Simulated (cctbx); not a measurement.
**Diagnosing a refinement**

Cell a = 10.0630 Å, b = 10.0630 Å, c = 6.4660 Å, α = 90.00°, β = 90.00°, γ = 120.00°; space group P6_3 (no. 173). The compound is Ce3CuMoSe7.

The data are simulated with cctbx, not measured: Mo Kα, λ = 0.71073 Å, to d = 0.7 Å, 95 % of the full sphere, strongest reflection 20000 counts, noise from counting, a 2 % proportional error and a noise floor of 15 counts (s.d.); no absorption.

An anisotropic refinement with weights 1/σ² prints:

```text
Rint 0.043, 1153 unique reflections to 0.70 A
cycle     R1     wR2    GooF  max shift (A)
   1  0.0316  0.0599   2.032   0.00377
   2  0.0232  0.0429   1.454   0.00002
final R1 0.0232 wR2 0.0429 GooF 1.454  parameters 36  data/parameter 32.0
atom        x        y        z      Ueq    occ   su(xyz)  su(Uiso or U11)
Ce1    0.79525  0.15964  0.59899   0.0144  1.000  0.00008  0.0002
Mo1    0.66667  0.33333  0.17190   0.0204  1.000  0.00015  0.0003
Se1    0.66667  0.33333  0.78297   0.0241  1.000  0.00020  0.0005
Se2    0.43759  0.51609  0.85765   0.0209  1.000  0.00013  0.0004
Se3    0.12416  0.27500  0.52419   0.0221  1.000  0.00015  0.0004
Cu1    0.00000  0.00000  0.50692   0.0214  1.000  0.00029  0.0005
difference map: max 0.97 min -0.78 rms 0.22
Q1    0.0451  0.1703  0.1229    6    1.00  1.71 A from Ce1
Q2    0.0000  0.0000  0.4794    2    0.97  0.18 A from Cu1
Q3    0.1369  0.8510  0.8538    6    0.89  1.75 A from Ce1
Q4    0.0369  0.4797  0.8724    6    0.88  0.73 A from Se2
Q5    0.3333  0.6667  0.5179    2    0.88  1.00 A from Mo1
Q6    0.0000  0.0000  0.0758    2    0.87  0.45 A from Cu1
```

Q: Accept it or mend it, and why?

Mend it. The fault: anomalous dispersion left out. Against the right model at the same level, R1 goes from 0.0151 to 0.0232 and GooF from 0.92 to 1.45. No atom is wrong: without f′ and f″ the atoms near an edge get the wrong scattering power, which U and the scale absorb. The signs are weak, and the output alone doesn't single this fault out.

The compound is Ce3CuMoSe7. The right model at the same level gives:

```text
Rint 0.043, 1153 unique reflections to 0.70 A
cycle     R1     wR2    GooF  max shift (A)
   1  0.0228  0.0430   1.460   0.00393
   2  0.0151  0.0270   0.915   0.00001
final R1 0.0151 wR2 0.0270 GooF 0.915  parameters 36  data/parameter 32.0
atom        x        y        z      Ueq    occ   su(xyz)  su(Uiso or U11)
Ce1    0.79528  0.15966  0.59903   0.0143  1.000  0.00005  0.0001
Mo1    0.66667  0.33333  0.17195   0.0169  1.000  0.00010  0.0002
Se1    0.66667  0.33333  0.78290   0.0243  1.000  0.00012  0.0003
Se2    0.43756  0.51607  0.85764   0.0213  1.000  0.00008  0.0002
Se3    0.12415  0.27504  0.52410   0.0225  1.000  0.00009  0.0002
Cu1    0.00000  0.00000  0.50690   0.0231  1.000  0.00018  0.0003
Flack x: 0.008(18)
Hooft y: 0.003(14)  Bijvoet pairs: 530
difference map: max 0.89 min -0.77 rms 0.20
Q1    0.0457  0.1721  0.1262    6    0.94  1.69 A from Ce1
Q2    0.3333  0.6667  0.5107    2    0.84  1.04 A from Mo1
Q3    0.0383  0.4780  0.8770    6    0.80  0.75 A from Se2
Q4    0.0286  0.8156  0.9777    6    0.77  1.37 A from Se3
Q5    0.1321  0.8511  0.8610    6    0.76  1.73 A from Ce1
Q6    0.3333  0.6667  0.3396    2    0.76  0.37 A from Se1
```

Isotropic U is held between 0.0001 and 1 Å² by the program, and listed peak heights are interpolated, so they can pass the grid's maximum.

The model is made up (kin elements in a known structure type, no relaxation), so it says nothing on whether the phase exists.

[Middle refinement cycles are left out of these outputs.]

[Logs are printed without paths, hosts, clocks, repeated set-up lines and the standing remarks that a program may print on its own settings, such as how far it seeks lower states.]
